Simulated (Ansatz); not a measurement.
**Ca on Nb(110): change of the work function**

Wanted: Δφ(θ) for Ca/Nb(110), starting from the hollow site.

Main program and level: Ansatz 0.2.0; plane-wave DFT, PBEsol, Ansatz PAW, in the first sound run; inputs show where later runs differ.

**1. Starting point**

The cell holds 4 atoms: 4 Nb. Its edges and angles: a = 2.858 Å, b = 2.858 Å, c = 25.000 Å, α = 90.0°, β = 90.0°, γ = 70.5°. Vacuum lies along c.

**2. The clean slab**

The bare slab comes first, as the zero from which every change is counted. The two lowest layers are held at bulk places and the upper ones relax. The dipole correction removes the false field that a one-sided slab makes across the periodic vacuum, so each face gets a flat vacuum level of its own.

The input, input.yaml:

```yaml
crystal:
  lattice:
    - [2.3334523779, -1.65, 0.0]
    - [2.3334523779, 1.65, 0.0]
    - [0.0, 0.0, 25.0003571337]
  atoms:
    - { symbol: Nb, position: [0.0, 0.0, 0.3599948573] }
    - { symbol: Nb, position: [0.5, 0.5, 0.4533316191] }
    - { symbol: Nb, position: [0.0, 0.0, 0.5466683809] }
    - { symbol: Nb, position: [0.5, 0.5, 0.6400051427] }
kpoints:
  mp_grid: { grid: [11, 11, 1] }
hamiltonian:
  xc: pbesol
scf:
  occupations: { method: fermi_dirac, width: 0.1 }
  convergence: { dr2_threshold: 1.0e-08 }
efield:
  axis: 3
  dipole_correction: true
  ramp_position: 0.97
  ramp_width: 0.06
relax:
  f_tol: 0.02
  max_steps: 60
  constraints: [{ sites: [0, 1] }]
output:
  write_potential: true
  write_density: true
  volumetric_format: npy
```

The run is started by

```console
ansatz run input.yaml --threads 4 --pin off --max-ram 6144MiB --backend cpu --events-out ev --progress --plain --runs-dir out
```

Log:

```text
Engine: ansatz 0.2.0, x86_64-unknown-linux-gnu
Pseudopotentials: kind: paw
Pseudopotential: Nb, paw, valence charge 13, recommended cutoff 420 eV (normal), Nb.paw.azcp
Functional definition: PBEsol
  exchange = pbesol_x
  correlation = pbesol_c
Crystal: 4 atoms, lattice volume = 192.513 Å³
Basis set: ecut = 420 eV, 3769 PW (Γ), exchange–correlation on 40×40×360 points (8 copies of the dense FFT grid, shifted against one another)
Bands: 32, of which v1, the nominal top of the filled ones, is band 26 counted from 1 (25 counted from 0)
Symmetry: 4 space group operations
k-points: 36 of 121
Non-local potential: Nb, projectors of the file, l = 0: 3, l = 1: 2, l = 2: 2, l = 3: 1
PAW form: soft (Blöchl's): semilocal exchange-correlation on the pseudo side does not see the compensation charge
PAW frozen core: Nb, regenerated for the run's functional, and the local potential with it (the file was generated under x = pbe(κ = 0.804, μ = 0.219515), c = pbe(β = 0.066725))
PAW one-centre angular grid: Nb, 590 points (default); XC on 64 Gauss nodes
Initial density: superposition of atomic densities (neutral atoms: chi_scale 0, normalization atom), corrected by the library's trained network
Initial wavefunctions: pseudopotential atomic-orbital guess
Functional: x = pbesol(κ = 0.804, μ = 0.123457), c = pbesol(β = 0.046)
SCF iter   1: F=—  HF=-17979.681845 eV  |F-HF|=—  |Δ(HF+E_count)|=         —  Δρ=1.02e-2  dr2=3.49e0  ethr=1.77e-3  p=0.000 e·Å  D=1.84e-13 V/Å  ΔV_dip=-0.00 eV  dr2_dipole=4.15e-7  V_vac-E_F(+/−)=5.00/5.00 eV  ⟨swp⟩=7.8  Hψ=5521  notcnv=0
efield: sawtooth ramp at fractional position 0.9700 (set: `efield.ramp_position`, or a place that a band, a saddle search or an elastic batch's reference lends), width 0.0600; the density the first Hamiltonian is built on has a dipole p = 0.000 e·Å; the dipole correction subtracts the counter field D = 1.84e-13 V/Å, which shifts the + side's vacuum level by -0.00 eV against the − side's; the planar-averaged density in the ramp window peaks in size at 3.8e-6 e/Å³
preconditioner: auto → LDOS  [metal: Δε(μ)=0.029 eV  Ē_g=3.372 eV  σ=0.100 eV  W_gap=0.07  n_scr=16 (ndim 8)  ℏωp=12.0 eV  f_vac=0.550  D(μ)=5.54/eV (n_scr^D=18)  β→1.0]
SCF iter   2: F=—  HF=-17979.569740 eV  |F-HF|=—  |Δ(HF+E_count)|=   1.12e-1  Δρ=2.59e-3  dr2=4.91e-2  ethr=1.77e-3  p=0.000 e·Å  D=4.56e-5 V/Å  ΔV_dip=-0.00 eV  dr2_dipole=4.52e-7  V_vac-E_F(+/−)=4.64/4.64 eV  ⟨swp⟩=2.0  Hψ=1567  notcnv=0
SCF iter   3: F=—  HF=-17979.569686 eV  |F-HF|=—  |Δ(HF+E_count)|=   5.41e-5  Δρ=7.27e-4  dr2=7.36e-3  ethr=9.44e-5  p=0.000 e·Å  D=6.37e-6 V/Å  ΔV_dip=-0.00 eV  dr2_dipole=9.89e-10  V_vac-E_F(+/−)=4.66/4.66 eV  ⟨swp⟩=2.4  Hψ=1650  notcnv=0
SCF iter   4: F=—  HF=-17979.569477 eV  |F-HF|=—  |Δ(HF+E_count)|=   2.09e-4  Δρ=1.81e-4  dr2=7.88e-5  ethr=1.42e-5  p=0.000 e·Å  D=5.14e-6 V/Å  ΔV_dip=-0.00 eV  dr2_dipole=1.61e-10  V_vac-E_F(+/−)=4.63/4.63 eV  ⟨swp⟩=2.1  Hψ=1501  notcnv=0
SCF iter   5: F=—  HF=-17979.569477 eV  |F-HF|=—  |Δ(HF+E_count)|=   2.63e-7  Δρ=4.12e-5  dr2=2.55e-6  ethr=1.51e-7  p=0.000 e·Å  D=2.18e-6 V/Å  ΔV_dip=-0.00 eV  dr2_dipole=7.05e-11  V_vac-E_F(+/−)=4.63/4.63 eV  ⟨swp⟩=3.3  Hψ=2308  notcnv=0
SCF iter   6: F=—  HF=-17979.569332 eV  |F-HF|=—  |Δ(HF+E_count)|=   1.45e-4  Δρ=1.27e-5  dr2=3.05e-7  ethr=4.91e-9  p=0.000 e·Å  D=1.04e-6 V/Å  ΔV_dip=-0.00 eV  dr2_dipole=2.04e-11  V_vac-E_F(+/−)=4.63/4.63 eV  ⟨swp⟩=2.9  Hψ=2321  notcnv=0
SCF iter   7: F=—  HF=-17979.569333 eV  |F-HF|=—  |Δ(HF+E_count)|=   2.97e-7  Δρ=2.52e-6  dr2=1.50e-8  ethr=5.87e-10  p=0.000 e·Å  D=1.33e-7 V/Å  ΔV_dip=-0.00 eV  dr2_dipole=2.22e-11  V_vac-E_F(+/−)=4.63/4.63 eV  ⟨swp⟩=3.1  Hψ=2402  notcnv=0
SCF iter   8: F=-17979.569333 eV  HF=-17979.569333 eV  |F-HF|=5.13e-10  |Δ(HF+E_count)|=   3.83e-8  Δρ=9.33e-7  dr2=4.64e-9  ethr=1.92e-11  p=0.000 e·Å  D=1.90e-7 V/Å  ΔV_dip=-0.00 eV  dr2_dipole=7.57e-12  V_vac-E_F(+/−)=4.63/4.63 eV  ⟨swp⟩=10.1  Hψ=8236  notcnv=0
SCF 1 converged in 8 iterations: F = -17979.569333 eV  dr2 = 4.64e-9
  greatest PAW one-centre occupation: 0.998 electrons in one spin orbital (limit 2), on the Nb atom at site 1 (counted from 0), in its partial waves of l = 0
relax step   1: F+E_penalty+E_count = -17979.56933262 eV  Δ(F+E_penalty+E_count) = +0.000e0 eV  max|allowed force component| = 6.354e-1 eV/Å  Δτ_max = 0.0000 Å  (8 SCF iters, accepted)
Initial density: handed on by an earlier stage of this run
Initial wavefunctions: those handed on with the density
iter 1 solved again at ethr=2.03e-3 eV; its pass at ethr=3.10e-3 eV (dr2=1.05e0 eV) is discarded
SCF iter   1: F=—  HF=-17979.693361 eV  |F-HF|=—  |Δ(HF+E_count)|=         —  Δρ=1.11e-2  dr2=1.00e0  ethr=2.03e-3  p=0.000 e·Å  D=3.51e-7 V/Å  ΔV_dip=-0.00 eV  dr2_dipole=5.75e-3  V_vac-E_F(+/−)=4.66/4.66 eV  ⟨swp⟩=1.2  Hψ=4381  notcnv=0
efield: sawtooth ramp at fractional position 0.9700 (set: `efield.ramp_position`, or a place that a band, a saddle search or an elastic batch's reference lends), width 0.0600; the density the first Hamiltonian is built on has a dipole p = 0.000 e·Å; the dipole correction subtracts the counter field D = 3.51e-7 V/Å, which shifts the + side's vacuum level by -0.00 eV against the − side's; the planar-averaged density in the ramp window peaks in size at 1.6e-6 e/Å³
preconditioner: auto → LDOS  [metal: Δε(μ)=0.002 eV  Ē_g=3.432 eV  σ=0.100 eV  W_gap=0.01  n_scr=16 (ndim 8)  ℏωp=12.0 eV  f_vac=0.557  D(μ)=4.89/eV (n_scr^D=16)  β→1.0]
SCF iter   2: F=—  HF=-17979.632180 eV  |F-HF|=—  |Δ(HF+E_count)|=   6.12e-2  Δρ=4.94e-3  dr2=1.87e-1  ethr=1.93e-3  p=0.011 e·Å  D=1.03e-2 V/Å  ΔV_dip=-0.26 eV  dr2_dipole=8.25e-4  V_vac-E_F(+/−)=4.37/4.63 eV  ⟨swp⟩=2.4  Hψ=1748  notcnv=0
SCF iter   3: F=—  HF=-17979.616698 eV  |F-HF|=—  |Δ(HF+E_count)|=   1.55e-2  Δρ=1.96e-3  dr2=3.23e-2  ethr=3.60e-4  p=0.005 e·Å  D=4.36e-3 V/Å  ΔV_dip=-0.11 eV  dr2_dipole=4.06e-4  V_vac-E_F(+/−)=4.54/4.64 eV  ⟨swp⟩=2.9  Hψ=2158  notcnv=0
SCF iter   4: F=—  HF=-17979.612059 eV  |F-HF|=—  |Δ(HF+E_count)|=   4.64e-3  Δρ=4.50e-4  dr2=1.37e-3  ethr=6.21e-5  p=0.005 e·Å  D=5.12e-3 V/Å  ΔV_dip=-0.13 eV  dr2_dipole=1.78e-5  V_vac-E_F(+/−)=4.51/4.64 eV  ⟨swp⟩=2.6  Hψ=1898  notcnv=0
SCF iter   5: F=—  HF=-17979.612108 eV  |F-HF|=—  |Δ(HF+E_count)|=   4.82e-5  Δρ=1.14e-4  dr2=3.54e-5  ethr=2.63e-6  p=0.006 e·Å  D=5.19e-3 V/Å  ΔV_dip=-0.13 eV  dr2_dipole=4.39e-6  V_vac-E_F(+/−)=4.51/4.64 eV  ⟨swp⟩=2.1  Hψ=1589  notcnv=0
[...]
preconditioner: auto → LDOS  [metal: Δε(μ)=0.039 eV  Ē_g=3.401 eV  σ=0.100 eV  W_gap=0.10  n_scr=16 (ndim 8)  ℏωp=12.0 eV  f_vac=0.557  D(μ)=5.02/eV (n_scr^D=16)  β→1.0]
SCF iter   2: F=—  HF=-17979.625314 eV  |F-HF|=—  |Δ(HF+E_count)|=   2.40e-2  Δρ=1.67e-3  dr2=3.09e-2  ethr=1.34e-3  p=0.003 e·Å  D=2.96e-3 V/Å  ΔV_dip=-0.07 eV  dr2_dipole=1.19e-2  V_vac-E_F(+/−)=4.55/4.62 eV  ⟨swp⟩=2.1  Hψ=1249  notcnv=0
SCF iter   3: F=—  HF=-17979.624316 eV  |F-HF|=—  |Δ(HF+E_count)|=   9.99e-4  Δρ=1.21e-3  dr2=7.82e-3  ethr=5.95e-5  p=0.004 e·Å  D=4.13e-3 V/Å  ΔV_dip=-0.10 eV  dr2_dipole=1.79e-4  V_vac-E_F(+/−)=4.53/4.64 eV  ⟨swp⟩=2.8  Hψ=2307  notcnv=0
SCF iter   4: F=—  HF=-17979.622701 eV  |F-HF|=—  |Δ(HF+E_count)|=   1.61e-3  Δρ=2.14e-4  dr2=2.30e-4  ethr=1.50e-5  p=0.003 e·Å  D=3.27e-3 V/Å  ΔV_dip=-0.08 eV  dr2_dipole=2.69e-5  V_vac-E_F(+/−)=4.56/4.64 eV  ⟨swp⟩=2.1  Hψ=1713  notcnv=0
SCF iter   5: F=—  HF=-17979.622678 eV  |F-HF|=—  |Δ(HF+E_count)|=   2.28e-5  Δρ=4.71e-5  dr2=1.58e-5  ethr=4.42e-7  p=0.003 e·Å  D=3.19e-3 V/Å  ΔV_dip=-0.08 eV  dr2_dipole=1.66e-6  V_vac-E_F(+/−)=4.56/4.64 eV  ⟨swp⟩=3.1  Hψ=2242  notcnv=0
SCF iter   6: F=—  HF=-17979.622675 eV  |F-HF|=—  |Δ(HF+E_count)|=   3.90e-6  Δρ=1.21e-5  dr2=7.46e-7  ethr=3.04e-8  p=0.003 e·Å  D=3.10e-3 V/Å  ΔV_dip=-0.08 eV  dr2_dipole=1.15e-7  V_vac-E_F(+/−)=4.56/4.64 eV  ⟨swp⟩=1.7  Hψ=1309  notcnv=0
SCF iter   7: F=—  HF=-17979.622528 eV  |F-HF|=—  |Δ(HF+E_count)|=   1.47e-4  Δρ=3.79e-6  dr2=5.13e-8  ethr=1.44e-9  p=0.003 e·Å  D=3.04e-3 V/Å  ΔV_dip=-0.08 eV  dr2_dipole=1.51e-9  V_vac-E_F(+/−)=4.56/4.64 eV  ⟨swp⟩=2.7  Hψ=1787  notcnv=0
SCF iter   8: F=-17979.622528 eV  HF=-17979.622528 eV  |F-HF|=4.99e-9  |Δ(HF+E_count)|=   1.48e-8  Δρ=1.19e-6  dr2=4.99e-9  ethr=1.92e-11  p=0.003 e·Å  D=3.02e-3 V/Å  ΔV_dip=-0.08 eV  dr2_dipole=4.24e-10  V_vac-E_F(+/−)=4.56/4.64 eV  ⟨swp⟩=10.2  Hψ=8444  notcnv=0
SCF 3 converged in 8 iterations: F = -17979.622528 eV  dr2 = 4.99e-9
relax step   3: F+E_penalty+E_count = -17979.62252796 eV  Δ(F+E_penalty+E_count) = -1.055e-2 eV  max|allowed force component| = 1.764e-1 eV/Å  Δτ_max = 0.0842 Å  (8 SCF iters, accepted)
iter 1 solved again at ethr=3.48e-4 eV; its pass at ethr=3.10e-3 eV (dr2=1.81e-1 eV) is discarded
SCF iter   1: F=—  HF=-17979.633307 eV  |F-HF|=—  |Δ(HF+E_count)|=         —  Δρ=3.36e-3  dr2=1.85e-1  ethr=3.48e-4  p=0.003 e·Å  D=3.02e-3 V/Å  ΔV_dip=-0.08 eV  dr2_dipole=2.62e-2  V_vac-E_F(+/−)=4.56/4.63 eV  ⟨swp⟩=1.1  Hψ=3375  notcnv=0
efield: sawtooth ramp at fractional position 0.9700 (set: `efield.ramp_position`, or a place that a band, a saddle search or an elastic batch's reference lends), width 0.0600; the density the first Hamiltonian is built on has a dipole p = 0.003 e·Å; the dipole correction subtracts the counter field D = 3.02e-3 V/Å, which shifts the + side's vacuum level by -0.08 eV against the − side's; the planar-averaged density in the ramp window peaks in size at 1.1e-6 e/Å³
preconditioner: auto → LDOS  [metal: Δε(μ)=0.016 eV  Ē_g=3.372 eV  σ=0.100 eV  W_gap=0.04  n_scr=16 (ndim 8)  ℏωp=12.0 eV  f_vac=0.556  D(μ)=5.07/eV (n_scr^D=16)  β→1.0]
SCF iter   2: F=—  HF=-17979.626644 eV  |F-HF|=—  |Δ(HF+E_count)|=   6.66e-3  Δρ=7.32e-4  dr2=4.95e-3  ethr=3.48e-4  p=0.003 e·Å  D=2.44e-3 V/Å  ΔV_dip=-0.06 eV  dr2_dipole=1.22e-3  V_vac-E_F(+/−)=4.59/4.65 eV  ⟨swp⟩=1.1  Hψ=1157  notcnv=0
SCF iter   3: F=—  HF=-17979.626329 eV  |F-HF|=—  |Δ(HF+E_count)|=   3.15e-4  Δρ=3.55e-4  dr2=4.02e-4  ethr=9.52e-6  p=0.003 e·Å  D=3.03e-3 V/Å  ΔV_dip=-0.08 eV  dr2_dipole=2.63e-6  V_vac-E_F(+/−)=4.56/4.64 eV  ⟨swp⟩=2.4  Hψ=1875  notcnv=0
SCF iter   4: F=—  HF=-17979.626255 eV  |F-HF|=—  |Δ(HF+E_count)|=   7.35e-5  Δρ=7.60e-5  dr2=3.35e-5  ethr=7.74e-7  p=0.003 e·Å  D=2.99e-3 V/Å  ΔV_dip=-0.07 eV  dr2_dipole=8.38e-7  V_vac-E_F(+/−)=4.56/4.64 eV  ⟨swp⟩=2.0  Hψ=1871  notcnv=0
SCF iter   5: F=—  HF=-17979.626254 eV  |F-HF|=—  |Δ(HF+E_count)|=   1.48e-6  Δρ=1.93e-5  dr2=2.87e-6  ethr=6.45e-8  p=0.003 e·Å  D=3.08e-3 V/Å  ΔV_dip=-0.08 eV  dr2_dipole=2.75e-7  V_vac-E_F(+/−)=4.56/4.64 eV  ⟨swp⟩=3.1  Hψ=2187  notcnv=0
SCF iter   6: F=—  HF=-17979.626103 eV  |F-HF|=—  |Δ(HF+E_count)|=   1.50e-4  Δρ=6.65e-6  dr2=1.46e-7  ethr=5.52e-9  p=0.003 e·Å  D=3.11e-3 V/Å  ΔV_dip=-0.08 eV  dr2_dipole=3.00e-8  V_vac-E_F(+/−)=4.56/4.64 eV  ⟨swp⟩=2.2  Hψ=1640  notcnv=0
SCF iter   7: F=—  HF=-17979.626103 eV  |F-HF|=—  |Δ(HF+E_count)|=   9.96e-8  Δρ=2.66e-6  dr2=2.64e-8  ethr=1.92e-11  p=0.003 e·Å  D=3.13e-3 V/Å  ΔV_dip=-0.08 eV  dr2_dipole=2.82e-10  V_vac-E_F(+/−)=4.56/4.64 eV  ⟨swp⟩=11.0  Hψ=8864  notcnv=0
SCF iter   8: F=-17979.626103 eV  HF=-17979.626103 eV  |F-HF|=1.10e-9  |Δ(HF+E_count)|=   9.96e-9  Δρ=7.06e-7  dr2=2.89e-9  ethr=1.92e-11  p=0.003 e·Å  D=3.14e-3 V/Å  ΔV_dip=-0.08 eV  dr2_dipole=8.85e-10  V_vac-E_F(+/−)=4.56/4.64 eV  ⟨swp⟩=9.9  Hψ=8036  notcnv=0
SCF 4 converged in 8 iterations: F = -17979.626103 eV  dr2 = 2.89e-9
relax step   4: F+E_penalty+E_count = -17979.62610347 eV  Δ(F+E_penalty+E_count) = -3.576e-3 eV  max|allowed force component| = 1.901e-2 eV/Å  Δτ_max = 0.0359 Å  (8 SCF iters, accepted)
NSCF: frozen V_eff on 36 k-points
the band table was solved once a step of the walk had ended and its energy, with any forces and stress, was formed, with the checks that follow a solve (5935 applications of the Hamiltonian). They found nothing against the state; the energy, forces and stress were not computed again (output.eigenvalues in the input reference)
SCF converged after 8 iterations
Free energy (F): -17979.626103 eV
Harris-Foulkes:  -17979.626103 eV  (|F-HF|=1.10e-9)
Internal energy: -17979.458263 eV  (E = F + TS)
E sigma→0 (E₀):  -17979.542183 eV
Entropy (-TS):   -0.167840 eV (-41.960 meV/atom)
Fermi energy:    3.888344 eV
Dipole field:    D = 0.003101 V/Å  (p = 0.003299 e·Å, saw-weighted, corrected)
Work function:   Φ+ = 4.5588 eV   Φ− = 4.6363 eV
Levels:          The Fermi level and band energies are counted from a zero that moves with the ramp; work functions are not
--- Per-component energies (eV) ---
  E_band       = -994.759493
  E_kinetic    = 1576.184017
  E_local      = -57402.886580  (includes V_loc(G=0)·N_el)
  E_nonlocal   = 488.928322
  E_hartree    = 27812.533102
  E_xc         = -694.678295
  E_vxc        = -845.730257  (∫ρ·V_xc dr)
  E_paw        = -12071.640151  (= ΣΔE_a)
  E_vpaw       = -436.330883  (= ΣTr[D̂ρ^β])
  E_aug_tail   = 0.000024  (compensation charges beyond the density's cutoff)
  E_efield     = 0.000005  (sawtooth field / dipole correction)
  E_vefield    = 0.008372  (∫n·V_field dr)
  E_ewald      = 22311.346457
  E_core_change = 0.754836  (= ΣΔE_core)
  E_smearing   = -0.167840  (= −TS)
  E_closure    = -0.000000  (closes the sum)
  Σ components = -17979.626103   (vs F -17979.626103, Δ=0.00e0)
--- Forces (eV/Å), atoms counted from 1 ---
  atom   1  Nb     0.00000000     0.00000000     0.65754331
  atom   2  Nb     0.00000000     0.00000000    -0.66788982
  atom   3  Nb     0.00000000     0.00000000     0.01901042
  atom   4  Nb     0.00000000     0.00000000    -0.00865673
  max |Σ_I F_I| component: 7.18e-6 eV/Å
--- Band table (eV; the first three rows and the last of 36) ---
  k-point 0: bands = [... 22 lower, 3.3406, 3.4138, 3.5768, 4.0333, 4.1353, 4.3588, 4.6156, 5.6089, ... 2 higher]
  k-point 1: bands = [... 22 lower, 3.2811, 3.3420, 3.5056, 3.9300, 4.1982, 4.3275, 4.5242, 5.2661, ... 2 higher]
  k-point 2: bands = [... 22 lower, 3.0511, 3.1926, 3.4141, 3.5784, 3.7244, 4.3457, 4.8553, 4.9644, ... 2 higher]
  k-point 35: bands = [... 22 lower, 2.3350, 3.1950, 3.5064, 5.1147, 5.4209, 6.2587, 6.3109, 6.5302, ... 2 higher]
--- Relaxed structure (4 steps of the walk, 4 accepted, 0 SCFs on fresh bases) ---
  F+E_penalty+E_count = -17979.62610347 eV   max|allowed force component| = 1.901e-2 eV/Å
  atoms:
    - { symbol: Nb, position: [0.0, 0.0, 0.359995] }
    - { symbol: Nb, position: [0.5, 0.5, 0.4533316191] }
    - { symbol: Nb, position: [0.0, 0.0, 0.545560] }
    - { symbol: Nb, position: [0.5, 0.5, 0.632817] }
```

Elapsed: 15 s, on 4 threads of Intel Xeon Platinum 8375C at 2.90GHz (Ice Lake), shared host; peak memory 0.69 GiB; 53 s of CPU time.

Step by step:

| step | energy less that of the first step (eV) | largest force component (eV/Å) |
| --- | --- | --- |
| 1 | 0.0000 | 0.6354 |
| 2 | -0.0426 | 0.5137 |
| 3 | -0.0532 | 0.1764 |
| 4 | -0.0568 | 0.0190 |

The run keeps the 4 symmetry operations that the program found, so distortions that break them were not tested.

The atoms that moved most (Å):

| atom | dx | dy | dz | length |
| --- | --- | --- | --- | --- |
| Nb4 | 0.000 | 0.000 | -0.180 | 0.180 |
| Nb3 | 0.000 | 0.000 | -0.028 | 0.028 |

The relaxed structure:

```cif
data_structure
_symmetry_space_group_name_H-M 'P 1'
_symmetry_Int_Tables_number 1
_cell_length_a 2.8579
_cell_length_b 2.8579
_cell_length_c 25.0004
_cell_angle_alpha 90.000
_cell_angle_beta 90.000
_cell_angle_gamma 70.529
_cell_volume 192.51
loop_
_atom_site_label
_atom_site_type_symbol
_atom_site_fract_x
_atom_site_fract_y
_atom_site_fract_z
_atom_site_occupancy
Nb1 Nb 0.00000 0.00000 0.35999 1
Nb2 Nb 0.50000 0.50000 0.45333 1
Nb3 Nb 0.00000 0.00000 0.54556 1
Nb4 Nb 0.50000 0.50000 0.63282 1
```

Read from the output:

```
energy at zero smearing        : -17979.5422 eV
work function, upper face      : 4.559 eV
work function, lower face      : 4.636 eV
dipole along the normal        : 0.003299 e·Å
step between the vacuum levels : -0.07753 eV
```

Running mean over 2.333 Å of the planar mean; the ramp of the sawtooth is left out. Table of electron's electrostatic potential energy less the Fermi level by z:

| z (Å) | electron's electrostatic potential energy less the Fermi level (eV) |
| --- | --- |
| 4 | 4.64 |
| 5 | 4.62 |
| 6 | 4.45 |
| 7 | 2.91 |
| 8 | -5.77 |
| 9 | -10.9 |
| 10 | -10.8 |
| 11 | -10.8 |
| 12 | -11.0 |
| 13 | -11.0 |
| 14 | -11.4 |
| 15 | -12.3 |
| 16 | -10.9 |
| 17 | -3.86 |
| 18 | 3.41 |
| 19 | 4.44 |
| 20 | 4.55 |
| 21 | 4.56 |

The relaxation took 4 steps and lowered the energy by 0.057 eV; the largest force on the free atoms ends at 0.019 eV/Å.

The work function of the upper face is 4.56 eV.

[end of part 1 of 6]

[Long decimals in the printed logs are rounded to 6 places.]

[Logs are printed without paths, hosts, clocks, repeated set-up lines and the standing remarks that a program may print on its own settings, such as how far it seeks lower states.]

[Hosts, paths, dates, database ids (printed as entryN), source tags and the programs' standing remarks are cut or masked in the printed files.]

[Maps of the electrostatic potential energy from Ansatz leave out the sawtooth potential of an applied field or a dipole correction, so their vacuum need not be flat; planar profiles and work functions include it.]
